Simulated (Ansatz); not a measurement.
**Lattice dynamics of V2CF2 monolayer**

Wanted: phonon frequencies of V2CF2 monolayer and what follows from them.

Program: Ansatz 0.2.0. Level of theory: DFT PBE, scalar-relativistic, plane waves, PAW. Results are calculated unless marked as measured.

### 1. Starting point

The cell holds 5 atoms: 1 C, 2 V and 2 F. Its edges and angles: a = 2.900 Å, b = 2.900 Å, c = 20.000 Å, α = 90.0°, β = 90.0°, γ = 120.0°. Vacuum lies along c.

### 2. Rough relaxation

A rough relaxation comes first, because large forces or stress need no tight tolerances yet.

The program solves this slab on a cell height of its own, 33.2 Å, in place of the one typed.

input.yaml reads:

```yaml
crystal:
  lattice:
    - [2.9, 0.0, 0.0]
    - [-1.45, 2.51147, 0.0]
    - [0.0, 0.0, 20.0]
  atoms:
    - { symbol: C, position: [0.0, 0.0, 0.5] }
    - { symbol: V, position: [0.333333, 0.666667, 0.56] }
    - { symbol: V, position: [0.666667, 0.333333, 0.44] }
    - { symbol: F, position: [0.666667, 0.333333, 0.6175] }
    - { symbol: F, position: [0.333333, 0.666667, 0.3825] }
  periodic: [true, true, false]
kpoints:
  mp_grid: { grid: [9, 9, 1] }
hamiltonian:
  xc: pbe
scf:
  occupations: { method: gaussian, width: 0.1 }
output:
  forces: true
  stress: true
  eigenvalues: true
relax:
  adjacent_minimum: "off"
  f_tol: 0.05
  max_steps: 80
  cell: { stress_2d_tol: 0.02 }
```

On the command line:

```
ansatz run input.yaml --threads 8 --pin off --max-ram 14336MiB --backend cpu --events-out ev --progress --plain --runs-dir out
```

Numbers of over 12 decimals in the logs are rounded to 6 here.

What it wrote:

```text
[...]
cell:  # Å, volume = 256.5224 Å³
    - [2.986953, 0.0, 0]
    - [-1.493476, 2.586777, 0]
    - [0, 0, 33.2]
  atoms:
    - { symbol: C, position: [0, 0, 0.301205] }
    - { symbol: V, position: [0.333333, 0.666667, 0.331868] }
    - { symbol: V, position: [0.666667, 0.333333, 0.270541] }
    - { symbol: F, position: [0.666667, 0.333333, 0.370455] }
    - { symbol: F, position: [0.333333, 0.666667, 0.231955] }
[key lines of the parts left out:]
SCF converged after 8 iterations
Free energy (F): -7695.304362 eV
Fermi energy:    -5.423931 eV
P = ½ c Tr σ = 0.0067 N/m
```

It took 9.6 s on 8 threads of Arm Neoverse V2, shared host; peak memory 0.77 GiB.

This run has no spin polarisation, although V can carry a moment.

Relaxation path:

```tsv
step	energy less that of the first step (eV)	largest force component (eV/Å)	volume (Å³)
1	0.0000	3.6461	241.80
2	-0.5826	2.6903	245.64
3	-0.5080	3.4214	252.73
4	-0.8403	0.0293	255.41
5	-0.8403	0.0066	255.49
6	-0.8403	0.0018	255.50
7*	-0.8568	0.0021	255.50
8	-0.8563	0.0084	256.69
9	-0.8565	0.0000	256.52
10*	-0.8572	0.0000	256.52
```

Relaxation steps marked * repeat the geometry before them on a plane-wave basis chosen anew for their cell, so energy and pressure can jump there. Relaxation step 3 was tried and not accepted.

Forces are held to the 12 operations that the run works with; a distortion that breaks them can't arise in this run.

```tsv
cell as run	before	after	change
a (Å)	2.900	2.987	+3.0 %
b (Å)	2.900	2.987	+3.0 %
```

The atoms that moved most (Å, along periodic axes as changes of fractional coordinates times the final cell, across vacuum about the mean position):

```tsv
atom	dx	dy	dz	length
V2	0.000	0.000	-0.182	0.182
V3	0.000	0.000	0.182	0.182
F5	0.000	0.000	0.051	0.051
F4	0.000	0.000	-0.051	0.051
```

The relaxed structure:

```xyz
5
Lattice="2.9870 0.0000 0.0000 -1.4935 2.5868 0.0000 0.0000 0.0000 33.2000" Properties=species:S:1:pos:R:3
C     0.0000    0.0000   10.0000
V     0.0000    1.7245   11.0180
V     1.4935    0.8623    8.9820
F     1.4935    0.8623   12.2991
F     0.0000    1.7245    7.7009
```

This step gave:

```
gap on the k-mesh : 0 eV
area per atom     : 1.545 Å²
```

The relaxation ends with a largest force component of 2.5e-5 eV/Å.

### 3. Bringing the structure to rest

Harmonic phonons are second derivatives at a point where the forces vanish, and they are wanted at zero stress, so atoms and cell are relaxed first.

input.yaml reads:

```yaml
crystal:
  lattice:
    - [2.9869525926, 0.0, 0.0]
    - [-1.4934762963, 2.5867768251, 0.0]
    - [0.0, 0.0, 33.2]
  atoms:
    - { symbol: C, position: [0.0, 0.0, 0.3012048193] }
    - { symbol: V, position: [0.3333333333, 0.6666666667, 0.3318683623] }
    - { symbol: V, position: [0.6666666667, 0.3333333333, 0.2705412762] }
    - { symbol: F, position: [0.6666666667, 0.3333333333, 0.3704547773] }
    - { symbol: F, position: [0.3333333333, 0.6666666667, 0.2319548612] }
  periodic: [true, true, false]
kpoints:
  mp_grid: { grid: [15, 15, 1] }
hamiltonian:
  xc: pbe
scf:
  occupations: { method: gaussian, width: 0.1 }
output:
  forces: true
  stress: true
  eigenvalues: true
  write_density: true
  write_potential: true
  elf: true
  volumetric_format: npy
relax:
  adjacent_minimum: "off"
  f_tol: 0.005
  max_steps: 80
  cell: { stress_2d_tol: 0.02 }
```

What it wrote:

```text
[...]
Crystal: 5 atoms, lattice volume = 256.522 Å³
Basis set: ecut = 420 eV, 4863 PW (Γ), exchange–correlation on 40×40×450 points (8 copies of the dense FFT grid, shifted against one another)
Bands: 27, of which v1, the nominal top of the filled ones, is band 22 counted from 1 (21 counted from 0)
Symmetry: 12 space group operations
[...]
k-points: 27 of 225
[...]
SCF iter   1: F=—  HF=-7695.306379 eV  |F-HF|=—  |Δ(HF+E_count)|=         —  Δρ=4.51e-3  dr2=3.45e-2  ethr=1.77e-3  ⟨swp⟩=12.1  Hψ=5216  notcnv=0
[...]
SCF iter   7: F=-7695.301256 eV  HF=-7695.301256 eV  |F-HF|=1.58e-7  |Δ(HF+E_count)|=   8.00e-7  Δρ=2.99e-6  dr2=9.16e-9  ethr=2.27e-10  ⟨swp⟩=20.2  Hψ=8073  notcnv=0
SCF 1 converged in 7 iterations: F = -7695.301256 eV  dr2 = 9.16e-9
[...]
relax step   1: F+E_penalty+E_count = -7695.30125596 eV  Δ(F+E_penalty+E_count) = +0.000e0 eV  max|allowed force component| = 2.453e-2 eV/Å  Δτ_max = 0.0000 Å  P = -0.024 N/m  Ω = 256.522 Å³  fix = [c, alpha, beta]  reactions: c -0.000 N/m  (7 SCF iters, dr2 threshold 1.00e-7 eV, accepted)
Crystal: 5 atoms, lattice volume = 256.405 Å³
[...]
SCF iter   4: F=-7695.301371 eV  HF=-7695.301371 eV  |F-HF|=1.43e-8  |Δ(HF+E_count)|=   2.91e-9  Δρ=4.34e-6  dr2=3.51e-8  ethr=8.55e-11  ⟨swp⟩=12.9  Hψ=7587  notcnv=0
SCF 2 converged in 4 iterations: F = -7695.301371 eV  dr2 = 3.51e-8
relax step   2: F+E_penalty+E_count = -7695.30137093 eV  Δ(F+E_penalty+E_count) = -1.150e-4 eV  max|allowed force component| = 2.576e-3 eV/Å  Δτ_max = 0.0011 Å  P = -0.004 N/m  Ω = 256.405 Å³  energy of the carried Pulay correction = +9.169e-5 eV  fix = [c, alpha, beta]  reactions: c -0.000 N/m  (4 SCF iters, dr2 threshold 3.76e-8 eV, accepted)
[...]
SCF iter   6: F=-7695.301291 eV  HF=-7695.301291 eV  |F-HF|=2.82e-11  |Δ(HF+E_count)|=  6.64e-11  Δρ=1.38e-8  dr2=2.84e-13  ethr=1.00e-12  ⟨swp⟩=11.2  Hψ=4858  notcnv=0
SCF 3 converged in 6 iterations: F = -7695.301291 eV  dr2 = 2.84e-13
relax step   3: F+E_penalty+E_count = -7695.30129084 eV  Δ(F+E_penalty+E_count) = +8.009e-5 eV  max|allowed force component| = 2.716e-3 eV/Å  Δτ_max = 0.0000 Å  P = -0.007 N/m  Ω = 256.405 Å³  fix = [c, alpha, beta]  reactions: c -0.000 N/m  stress off target by 6.85e-3 N/m on what of the cell is left free  SCF on the basis re-selected at this cell (its energy is not comparable with the rows above)  (6 SCF iters)
basis re-selected at this cell: Δ(F+E_penalty+E_count) = +8.009e-5 eV, ΔP = -0.003 N/m vs the last step (what re-selecting the basis moved, of the pressure what is left beyond the Pulay correction that the steps carried, after the strain that the cell walked since its last selection, with what the two solves' SCF thresholds leave and, on support functions, any second-order correction that the steps lacked; it is no m [...]
WARN: The output density's exchange-correlation potential varies sharply where the density is thin. Do not read a vacuum level from v_tot or v_xc, or from such a field of the output density. On a cell that repeats whose density bears no net charge and no dipole along the vacuum's axis use v_es (v_loc + v_h of the components); under efield.dipole_correction with no amplitude use v_es + v_field, which holds any externa [...]
SCF converged after 6 iterations
Free energy (F): -7695.301291 eV
[...]
Internal energy: -7695.290940 eV  (E = F + TS)
E sigma→0 (E₀):  -7695.296116 eV
Entropy (-TS):   -0.010350 eV (-2.070 meV/atom)
Fermi energy:    -5.331626 eV
[...]
--- Forces (eV/Å), atoms counted from 1 ---
  atom   1  C      0.00000000     0.00000000     0.00000000
  atom   2  V     -0.00000000     0.00000000     0.00250890
  atom   3  V     -0.00000000    -0.00000000    -0.00250890
  atom   4  F     -0.00000000    -0.00000000    -0.00271619
  atom   5  F      0.00000000     0.00000000     0.00271619
  max |Σ_I F_I| component: 1.30e-16 eV/Å
--- 2D stress c σ (N/m, compression-positive) ---
       -0.006852       0.000000      -0.000000
        0.000000      -0.006852      -0.000000
       -0.000000      -0.000000      -0.000000
  P = ½ c Tr σ = -0.0069 N/m
--- Band table (eV; the first three rows and the last of 27) ---
  k-point 0: bands = [... 18 lower, -9.0260, -9.0260, -6.6467, -6.6467, -5.7861, -4.7751, -4.7751, -4.5203, ... 1 higher]
  k-point 1: bands = [... 18 lower, -9.1862, -9.0756, -6.6880, -6.5656, -5.7712, -4.8095, -4.7625, -4.5278, ... 1 higher]
  k-point 2: bands = [... 18 lower, -9.4819, -9.1913, -6.8430, -6.3466, -5.7001, -4.8604, -4.7218, -4.5286, ... 1 higher]
  k-point 26: bands = [... 18 lower, -10.5083, -9.3795, -5.9740, -5.6291, -5.6291, -4.3844, -4.3844, -4.0374, ... 1 higher]
--- Relaxed structure (2 steps of the walk, 2 accepted, 1 SCFs on fresh bases) ---
[...]
cell:  # Å, volume = 256.4050 Å³
    - [2.986269, 0.0, 0]
    - [-1.493134, 2.586185, 0]
    - [0, 0, 33.2]
  atoms:
    - { symbol: C, position: [0, 0, 0.301205] }
    - { symbol: V, position: [0.333333, 0.666667, 0.331899] }
    - { symbol: V, position: [0.666667, 0.333333, 0.270511] }
    - { symbol: F, position: [0.666667, 0.333333, 0.370489] }
    - { symbol: F, position: [0.333333, 0.666667, 0.231921] }
```

Run time: 5.3 s. Hardware: 8 threads; peak memory 0.87 GiB.

Little changed from the start: no atom moved by 0.005 Å and no cell edge by 0.1 %.

ELF in the ac plane at fractional y = 0.333, with atoms of V and F within 0.2 Å of it. It is the smooth field of the valence electrons, not physical close to the nuclei.

Ten even steps from '_' (0.00) to '@' (0.70), each cell a mean:
```
______________________________
______________________________
______________________________
______________________________
______________________________
______________________________
______________________________
______________________________
______________________________
______________________________
______________________________
______________________________
______________________________
______________________________
--________--**##%%%%%%%%%%##**
::........::==**####**####**==
++********++==--------------==
::--====--..::**@@@@@@@@@@**::
==**####**==::______..______::
______________________________
______________________________
______________________________
______________________________
______________________________
```
Columns run along a (3.0 Å), rows up along c (33.2 Å). Atoms in or near the plane, at fractional coordinates: V at (0.67, 0.27), F at (0.67, 0.37).

Valence density in the ac plane at fractional y = 0.333, with atoms of V and F within 0.2 Å of it. It is the smooth field of the valence electrons, not physical close to the nuclei.

Ten steps, logarithmic in the rise over the least value, from '0' (0.00 × 1e0 e/Å³) to '9' (9.92 × 1e0 e/Å³), each cell a mean:
```
000000000000000
000000000000000
000000000000000
000000000000000
000000000000000
000000000000000
000000000000000
000000000000000
000000000000000
000000000000000
000000000000000
000000000000000
000000000000000
000000000000000
100001246777642
223322346787643
344443333343333
322223468999864
223322111121111
000000000000000
000000000000000
000000000000000
000000000000000
000000000000000
```
Columns run along a (3.0 Å), rows up along c (33.2 Å). Atoms in or near the plane, at fractional coordinates: V at (0.67, 0.27), F at (0.67, 0.37).

Electrostatic potential energy in the ac plane at fractional y = 0.333, with atoms of V and F within 0.2 Å of it. With pseudopotentials it is smooth inside the atoms' cores, unlike the true potential.

Ten even steps from '0' (-29 eV) to '9' (0 eV), each cell a mean:
```
999999999999999
999999999999999
999999999999999
999999999999999
999999999999999
999999999999999
999999999999999
999999999999999
999999999999999
999999999999999
999999999999999
999999999999999
999999999999999
999999999999999
999999976555679
655556754333457
654456666555666
577775100000001
889998887777788
999999999999999
999999999999999
999999999999999
999999999999999
999999999999999
```
Columns run along a (3.0 Å; values clipped at the 3rd and 97th percentile), rows up along c (33.2 Å). Atoms in or near the plane, at fractional coordinates: V at (0.67, 0.27), F at (0.67, 0.37).

### 4. Relaxing to small forces for the phonons

Phonons need a cell at rest on their own settings, so the relaxation is repeated with tight tolerances on forces and stress, using the mesh and the filling of the phonon run that follows.

input.yaml reads:

```yaml
crystal:
  lattice:
    - [2.9862686964, 0.0, 0.0]
    - [-1.4931343482, 2.5861845536, 0.0]
    - [0.0, 0.0, 33.2]
  atoms:
    - { symbol: C, position: [0.0, 0.0, 0.3012048193] }
    - { symbol: V, position: [0.3333333333, 0.6666666667, 0.3318985788] }
    - { symbol: V, position: [0.6666666667, 0.3333333333, 0.2705110598] }
    - { symbol: F, position: [0.6666666667, 0.3333333333, 0.3704887012] }
    - { symbol: F, position: [0.3333333333, 0.6666666667, 0.2319209373] }
  periodic: [true, true, false]
kpoints:
  mp_grid: { grid: [18, 18, 1] }
hamiltonian:
  xc: pbe
scf:
  occupations: { method: methfessel_paxton, width: 0.15 }
output:
  forces: true
  stress: true
  eigenvalues: true
  write_density: true
  write_potential: true
  elf: true
  volumetric_format: npy
relax:
  adjacent_minimum: "off"
  f_tol: 0.001
  max_steps: 60
  cell: { stress_2d_tol: 0.002 }
```

What it wrote:

```text
[...]
Crystal: 5 atoms, lattice volume = 256.405 Å³
Basis set: ecut = 420 eV, 4863 PW (Γ), exchange–correlation on 40×40×450 points (8 copies of the dense FFT grid, shifted against one another)
Bands: 27, of which v1, the nominal top of the filled ones, is band 22 counted from 1 (21 counted from 0)
Symmetry: 12 space group operations
[...]
k-points: 37 of 324
[...]
cell:  # Å, volume = 256.2738 Å³
    - [2.985505, 0, 0]
    - [-1.492752, 2.585523, 0]
    - [0, 0, 33.2]
  atoms:
    - { symbol: C, position: [0, 0, 0.30120481928] }
    - { symbol: V, position: [0.333333, 0.666667, 0.331919] }
    - { symbol: V, position: [0.666667, 0.333333, 0.270491] }
    - { symbol: F, position: [0.666667, 0.333333, 0.370507] }
    - { symbol: F, position: [0.333333, 0.666667, 0.231903] }
[key lines of the parts left out:]
SCF converged after 8 iterations
Free energy (F): -7695.295599 eV
Fermi energy:    -5.331583 eV
P = ½ c Tr σ = -0.0001 N/m
```

Run time: 15 s. Hardware: 8 threads; peak memory 0.88 GiB.

Little changed from the start: no atom moved by 0.005 Å and no cell edge by 0.1 %.

Numbers from this step:

- area per atom: 1.544 Å²

Valence density in the ac plane at fractional y = 0.333, with atoms of V and F within 0.2 Å of it. It is the smooth field of the valence electrons, not physical close to the nuclei.

Ten steps, logarithmic in the rise over the least value, from '0' (0.00 × 1e0 e/Å³) to '9' (9.92 × 1e0 e/Å³), each cell a mean:
```
000000000000000
000000000000000
000000000000000
000000000000000
000000000000000
000000000000000
000000000000000
000000000000000
000000000000000
000000000000000
000000000000000
000000000000000
000000000000000
000000000000000
100001246777642
223322346787643
344443333343333
322223468999864
223322111121111
000000000000000
000000000000000
000000000000000
000000000000000
000000000000000
```
Columns run along a (3.0 Å), rows up along c (33.2 Å). Atoms in or near the plane, at fractional coordinates: V at (0.67, 0.27), F at (0.67, 0.37).

Electrostatic potential energy in the ac plane at fractional y = 0.333, with atoms of V and F within 0.2 Å of it. With pseudopotentials it is smooth inside the atoms' cores, unlike the true potential.

Ten even steps from '0' (-29 eV) to '9' (0 eV), each cell a mean:
```
999999999999999
999999999999999
999999999999999
999999999999999
999999999999999
999999999999999
999999999999999
999999999999999
999999999999999
999999999999999
999999999999999
999999999999999
999999999999999
999999999999999
999999976555679
655556754333457
654456666555666
577775100000001
889998887777788
999999999999999
999999999999999
999999999999999
999999999999999
999999999999999
```
Columns run along a (3.0 Å; values clipped at the 3rd and 97th percentile), rows up along c (33.2 Å). Atoms in or near the plane, at fractional coordinates: V at (0.67, 0.27), F at (0.67, 0.37).

ELF in the ac plane at fractional y = 0.333, with atoms of V and F within 0.2 Å of it. It is the smooth field of the valence electrons, not physical close to the nuclei.

Values, 24 rows by 15 columns, each cell a mean:
```
0.00 0.00 0.00 0.00 0.00 0.00 0.00 0.00 0.00 0.00 0.00 0.00 0.00 0.00 0.00
0.00 0.00 0.00 0.00 0.00 0.00 0.00 0.00 0.00 0.00 0.00 0.00 0.00 0.00 0.00
0.00 0.00 0.00 0.00 0.00 0.00 0.00 0.00 0.00 0.00 0.00 0.00 0.00 0.00 0.00
0.00 0.00 0.00 0.00 0.00 0.00 0.00 0.00 0.00 0.00 0.00 0.00 0.00 0.00 0.00
0.00 0.00 0.00 0.00 0.00 0.00 0.00 0.00 0.00 0.00 0.00 0.00 0.00 0.00 0.00
0.00 0.00 0.00 0.00 0.00 0.00 0.00 0.00 0.00 0.00 0.00 0.00 0.00 0.00 0.00
0.00 0.00 0.00 0.00 0.00 0.00 0.00 0.00 0.00 0.00 0.00 0.00 0.00 0.00 0.00
0.00 0.00 0.00 0.00 0.00 0.00 0.00 0.00 0.00 0.00 0.00 0.00 0.00 0.00 0.00
0.00 0.00 0.00 0.00 0.00 0.00 0.00 0.00 0.00 0.00 0.00 0.00 0.00 0.00 0.00
0.00 0.00 0.00 0.00 0.00 0.00 0.00 0.00 0.00 0.00 0.00 0.00 0.00 0.00 0.00
0.00 0.00 0.00 0.00 0.00 0.00 0.00 0.00 0.00 0.00 0.00 0.00 0.00 0.00 0.00
0.00 0.00 0.00 0.00 0.00 0.00 0.00 0.00 0.00 0.00 0.00 0.00 0.00 0.00 0.00
0.00 0.00 0.00 0.00 0.00 0.00 0.00 0.00 0.00 0.00 0.00 0.00 0.00 0.00 0.00
0.00 0.00 0.00 0.00 0.00 0.00 0.01 0.02 0.03 0.04 0.04 0.04 0.03 0.02 0.01
0.24 0.06 0.01 0.01 0.06 0.24 0.43 0.56 0.62 0.63 0.62 0.63 0.62 0.56 0.43
0.18 0.11 0.12 0.12 0.11 0.18 0.33 0.46 0.52 0.51 0.49 0.51 0.52 0.46 0.33
0.39 0.44 0.46 0.46 0.44 0.39 0.32 0.25 0.22 0.22 0.22 0.22 0.22 0.25 0.32
0.14 0.23 0.31 0.31 0.23 0.14 0.21 0.45 0.64 0.70 0.70 0.70 0.64 0.45 0.21
0.33 0.46 0.52 0.52 0.46 0.33 0.17 0.07 0.05 0.07 0.08 0.07 0.05 0.07 0.17
0.04 0.05 0.07 0.07 0.05 0.03 0.02 0.01 0.00 0.00 0.00 0.00 0.00 0.01 0.02
0.00 0.00 0.00 0.00 0.00 0.00 0.00 0.00 0.00 0.00 0.00 0.00 0.00 0.00 0.00
0.00 0.00 0.00 0.00 0.00 0.00 0.00 0.00 0.00 0.00 0.00 0.00 0.00 0.00 0.00
0.00 0.00 0.00 0.00 0.00 0.00 0.00 0.00 0.00 0.00 0.00 0.00 0.00 0.00 0.00
0.00 0.00 0.00 0.00 0.00 0.00 0.00 0.00 0.00 0.00 0.00 0.00 0.00 0.00 0.00
```
Columns run along a (3.0 Å), rows up along c (33.2 Å). Atoms in or near the plane, at fractional coordinates: V at (0.67, 0.27), F at (0.67, 0.37).

The largest force component left is 0.0036 meV/Å, within the tolerances set.

(Part 1 of 2 ends here.)

[Logs are printed without paths, hosts, clocks, repeated set-up lines and the standing remarks that a program may print on its own settings, such as how far it seeks lower states.]

[Hosts, paths, dates, database ids (printed as entryN), source tags and the programs' standing remarks are cut or masked in the printed files.]
